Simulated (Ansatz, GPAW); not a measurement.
# A 13-layer slab of Nb(111): work function by functional and basis, part 4 of 4

How far do functional and basis move the work function of a 13-layer slab of Nb(111)?

GPAW 26.7.0 and Ansatz 0.2.0; Ansatz plane waves; slab in vacuum with a dipole correction, relaxation; PAW set soft_1 (the session's first sound run).

So far, upper work function (eV): step 2 (relaxing the atoms, PBE) 3.80; step 6 (self-consistent run: xc = "LDA") 4.07; step 7 (self-consistent run: xc = "revPBE") 3.67; step 8 (self-consistent run: xc = "vdW-DF2", GPAW, PAW setups, GPAW) 4.17; step 9 (real-space grid: mode = "fd", PBE, GPAW) 3.80.

## Step 11: A second plane-wave code

A second program with its own datasets checks the number independently.

This step: Ansatz plane waves; slab in vacuum with a dipole correction; PAW set soft_1 (Ansatz 0.2.0).

Input file input.yaml:

```yaml
crystal:
  lattice:
    - [4.6669047558, 0.0, 0.0]
    - [2.3334523779, 4.0416580756, 0.0]
    - [0.0, 0.0, 25.43153533]
  atoms:
    - { symbol: Nb, position: [0.0, 0.0, 0.2752488164] }
    - { symbol: Nb, position: [0.3333333333, 0.3333333333, 0.312707347] }
    - { symbol: Nb, position: [0.6666666667, 0.6666666667, 0.3501658776] }
    - { symbol: Nb, position: [0.0, 0.0, 0.3876244082] }
    - { symbol: Nb, position: [0.3333333333, 0.3333333333, 0.4250829388] }
    - { symbol: Nb, position: [0.6666666667, 0.6666666667, 0.4625414694] }
    - { symbol: Nb, position: [0.0, 0.0, 0.5009383762] }
    - { symbol: Nb, position: [0.3333333333, 0.3333333333, 0.5380227423] }
    - { symbol: Nb, position: [0.6666666667, 0.6666666667, 0.5757245305] }
    - { symbol: Nb, position: [0.0, 0.0, 0.6113525109] }
    - { symbol: Nb, position: [0.3333333333, 0.3333333333, 0.6537735159] }
    - { symbol: Nb, position: [0.6666666667, 0.6666666667, 0.6860336058] }
    - { symbol: Nb, position: [0.0, 0.0, 0.7130814447] }
kpoints:
  mp_grid: { grid: [8, 8, 1] }
hamiltonian:
  xc: pbe
  pseudopotentials: { kind: paw, azcp: { folder: soft_1 } }
scf:
  occupations: { method: fermi_dirac, width: 0.1 }
efield:
  axis: 3
  dipole_correction: true
  ramp_width: 0.05
output:
  forces: true
  write_potential: true
  write_density: true
  volumetric_format: npy
```

Command:

```sh
$ ansatz run input.yaml --threads 4 --pin off --max-ram 8192MiB --backend cpu --events-out ev --progress --plain --runs-dir out
```

Numbers of over 12 decimals in the logs are rounded to 6 here.

The program printed:

```text
[...]
Crystal: 13 atoms, lattice volume = 479.690 Å³
Basis set: ecut = 420 eV, 9451 PW (Γ), exchange–correlation on 64×64×360 points (8 copies of the dense FFT grid, shifted against one another)
Bands: 102, of which v1, the nominal top of the filled ones, is band 85 counted from 1 (84 counted from 0)
Symmetry: 6 space group operations
[...]
k-points: 10 of 64 (time reversal used)
[...]
SCF iter   1: F=—  HF=-59187.151287 eV  |F-HF|=—  |Δ(HF+E_count)|=         —  Δρ=6.55e-2  dr2=2.13e2  ethr=3.10e-3  p=0.000 e·Å  D=1.41e-7 V/Å  ΔV_dip=-0.00 eV  dr2_dipole=1.11e1  V_vac-E_F(+/−)=6.90/6.90 eV  ⟨swp⟩=9.4  Hψ=4922  notcnv=0
[...]
SCF iter  11: F=-59174.445991 eV  HF=-59174.445991 eV  |F-HF|=1.89e-8  |Δ(HF+E_count)|=   2.07e-7  Δρ=2.00e-6  dr2=4.94e-8  ethr=5.92e-11  p=-0.042 e·Å  D=-1.60e-2 V/Å  ΔV_dip=0.41 eV  dr2_dipole=7.36e-10  V_vac-E_F(+/−)=3.80/3.40 eV  ⟨swp⟩=28.7  Hψ=10358  notcnv=0
SCF 1 converged in 11 iterations: F = -59174.445991 eV  dr2 = 4.94e-8
[...]
SCF converged after 11 iterations
Free energy (F): -59174.445991 eV
[...]
Internal energy: -59173.863438 eV  (E = F + TS)
E sigma→0 (E₀):  -59174.154714 eV
Entropy (-TS):   -0.582553 eV (-44.812 meV/atom)
Fermi energy:    6.973221 eV
Dipole field:    D = -0.016012 V/Å  (p = -0.042447 e·Å, saw-weighted, corrected)
Work function:   Φ+ = 3.8021 eV   Φ− = 3.3949 eV
[...]
--- Forces (eV/Å), atoms counted from 1 ---
  atom   1  Nb     0.00000000    -0.00000000     1.72149774
  atom   2  Nb    -0.00000000     0.00000000     0.10606964
  atom   3  Nb    -0.00000000     0.00000000    -1.21083674
  atom   4  Nb    -0.00000000    -0.00000000    -0.59001422
  atom   5  Nb    -0.00000000    -0.00000000    -0.31924092
  atom   6  Nb     0.00000000     0.00000000     0.28062307
  atom   7  Nb    -0.00000000    -0.00000000    -0.01500174
  atom   8  Nb     0.00000000     0.00000000     0.00362968
  atom   9  Nb    -0.00000000     0.00000000     0.01488575
  atom  10  Nb     0.00000000     0.00000000    -0.00206617
  atom  11  Nb    -0.00000000    -0.00000000    -0.00801815
  atom  12  Nb     0.00000000    -0.00000000     0.01448931
  atom  13  Nb    -0.00000000     0.00000000     0.00405318
  max |Σ_I F_I| component: 7.04e-5 eV/Å
--- Band table (eV; the first three rows and the last of 10) ---
  k-point 0: bands = [... 81 lower, 6.3396, 6.5747, 6.5747, 6.7787, 6.8982, 6.8982, 7.0686, 7.1627, ... 13 higher]
  k-point 1: bands = [... 81 lower, 6.5260, 6.6940, 6.7296, 6.8601, 6.9671, 7.1000, 7.1804, 7.1848, ... 13 higher]
  k-point 2: bands = [... 81 lower, 6.7450, 6.9199, 6.9492, 7.1330, 7.1784, 7.3737, 7.4804, 7.4913, ... 13 higher]
  k-point 9: bands = [... 81 lower, 6.6935, 6.7353, 6.7847, 6.9367, 6.9575, 7.0941, 7.2103, 7.4650, ... 13 higher]
```

Elapsed: 53 s, on 4 threads of Arm Neoverse N1, shared host; peak memory 1.3 GiB; 3.5 min of CPU time.

Numbers from this step:

| Quantity | Value |
| --- | --- |
| upper work function | 3.802 eV |
| lower work function | 3.395 eV |
| dipole along the normal | -0.04245 e·Å |
| dipole field | -0.01601 V/Å |
| vacuum level above | 10.78 eV |

Electrostatic potential energy of an electron (with the applied field's), less the Fermi level, planar mean against z:

```
z (Å)  electrostatic potential energy of an electron (with the applied field's), less the Fermi level, planar mean (eV)
    0                                                                                                              3.55
    1                                                                                                              3.40
    2                                                                                                              3.40
    3                                                                                                              3.39
    4                                                                                                              3.36
    5                                                                                                              3.12
    6                                                                                                             0.940
    7                                                                                                             -8.42
    8                                                                                                             -10.2
    9                                                                                                             -10.3
   10                                                                                                             -10.3
   11                                                                                                             -10.4
   12                                                                                                             -10.2
   13                                                                                                             -10.5
   14                                                                                                             -10.6
   15                                                                                                             -11.0
   16                                                                                                             -9.40
   17                                                                                                             -12.6
   18                                                                                                             -12.4
   19                                                                                                            -0.118
   20                                                                                                              3.38
   21                                                                                                              3.75
   22                                                                                                              3.80
   23                                                                                                              3.80
   24                                                                                                              3.80
   25                                                                                                              3.69
```

Table of valence density, planar mean by z:

z (Å), valence density, planar mean (e/Å³) and a bar:
```
      2.5      0.000 
      3.0      0.000 
      3.5      0.000 
      4.0      0.001 
      4.5      0.002 
      5.0      0.007 
      5.5      0.020 #
      6.0      0.075 ###
      6.5      0.348 ############
      7.0      0.621 ######################
      7.5      0.704 ########################
      8.0      0.713 #########################
      8.5      0.735 #########################
      9.0      0.715 #########################
      9.5      0.727 #########################
     10.0      0.721 #########################
     10.5      0.728 #########################
     11.0      0.720 #########################
     11.5      0.722 #########################
     12.0      0.711 #########################
     12.5      0.711 #########################
     13.0      0.728 #########################
     13.5      0.725 #########################
     14.0      0.726 #########################
     14.5      0.723 #########################
     15.0      0.756 ##########################
     15.5      0.714 #########################
     16.0      0.646 ######################
     16.5      0.717 #########################
     17.0      0.851 #############################
     17.5      0.866 ##############################
     18.0      0.827 #############################
     18.5      0.485 #################
     19.0      0.127 ####
     19.5      0.032 #
     20.0      0.011 
     20.5      0.004 
     21.0      0.001 
     21.5      0.000 
     22.0      0.000 
     22.5      0.000
```

Force by atom:

```
atom  x (eV/Å)  y (eV/Å)  z (eV/Å)  size
 Nb1      0.00      0.00      1.72  1.72
 Nb2      0.00      0.00      0.11  0.11
 Nb3      0.00      0.00     -1.21  1.21
 Nb4      0.00      0.00     -0.59  0.59
 Nb5      0.00      0.00     -0.32  0.32
 Nb6      0.00      0.00      0.28  0.28
 Nb7      0.00      0.00     -0.02  0.02
 Nb8      0.00      0.00      0.00  0.00
 Nb9      0.00      0.00      0.01  0.01
Nb10      0.00      0.00      0.00  0.00
Nb11      0.00      0.00     -0.01  0.01
Nb12      0.00      0.00      0.01  0.01
Nb13      0.00      0.00      0.00  0.00
```

The upper face's work function is 3.802 eV, against 3.801 eV in the first plane-wave PBE run at this geometry.

## Step 12: Side by side

Results and costs are gathered.

This step: comparison of work functions, dipole and cost; PAW set soft_1 (GPAW 26.7.0).

Ladder, by row:

```
      step    code  work function, upper (eV)  work function, lower (eV)  dipole (e Å)  wall time (s)  peak memory (GiB)  threads
        pw    GPAW                      3.801                      3.396      -0.04233           1771               0.53        1
      RPBE    GPAW                      3.657                      3.246      -0.04284           1737               0.53        1
optPBE-vdW    GPAW                      4.016                      3.642      -0.03906           1712               0.85        1
       LDA    GPAW                      4.073                      3.674      -0.04171           1612               0.53        1
    revPBE    GPAW                      3.673                       3.26      -0.04317           1691               0.53        1
   vdW-DF2    GPAW                      4.175                       3.85       -0.0339           1752               0.85        1
        fd    GPAW                        3.8                      3.394      -0.04239           7464               2.85        1
    ansatz  Ansatz                      3.802                      3.395      -0.04245          53.37              1.314        4
```

## Step 13: Outcome

```
work function, upper and lower face : 3.801 and 3.396 eV
dipole along the normal             : -0.0423 e Å
```

What this shows: With plane waves and PBE the work function is 3.80 eV on the upper face and 3.40 eV on the lower. The two faces differ by 0.41 eV, the step that the slab's dipole makes (e p/(ε0 A) gives 0.41 eV), so the dipole layer is needed. The lowest atoms were held at bulk positions, which alone makes the faces unlike. The measured value for this face is 4.08 eV (as compiled in "Anisotropic work function of elemental crystals", 2019, arxiv:1902.07811); the relaxed upper face lies 0.28 eV under it with PBE, and LDA comes nearest (4.07 eV). Measured work functions scatter by a tenth of an eV or more between methods. Over the sound runs of the table the upper face's work function spans 3.657 (RPBE) to 4.175 eV (vdW-DF2). The two plane-wave codes differ by 0.0010 eV on the upper face. The in-plane lattice was kept as typed, which isn't the functional's own and leaves some strain; spin-orbit coupling and temperature are left out.

[Logs are printed without paths, hosts, clocks, repeated set-up lines and the standing remarks that a program may print on its own settings, such as how far it seeks lower states.]

[Hosts, paths, dates, database ids (printed as entryN), source tags and the programs' standing remarks are cut or masked in the printed files.]
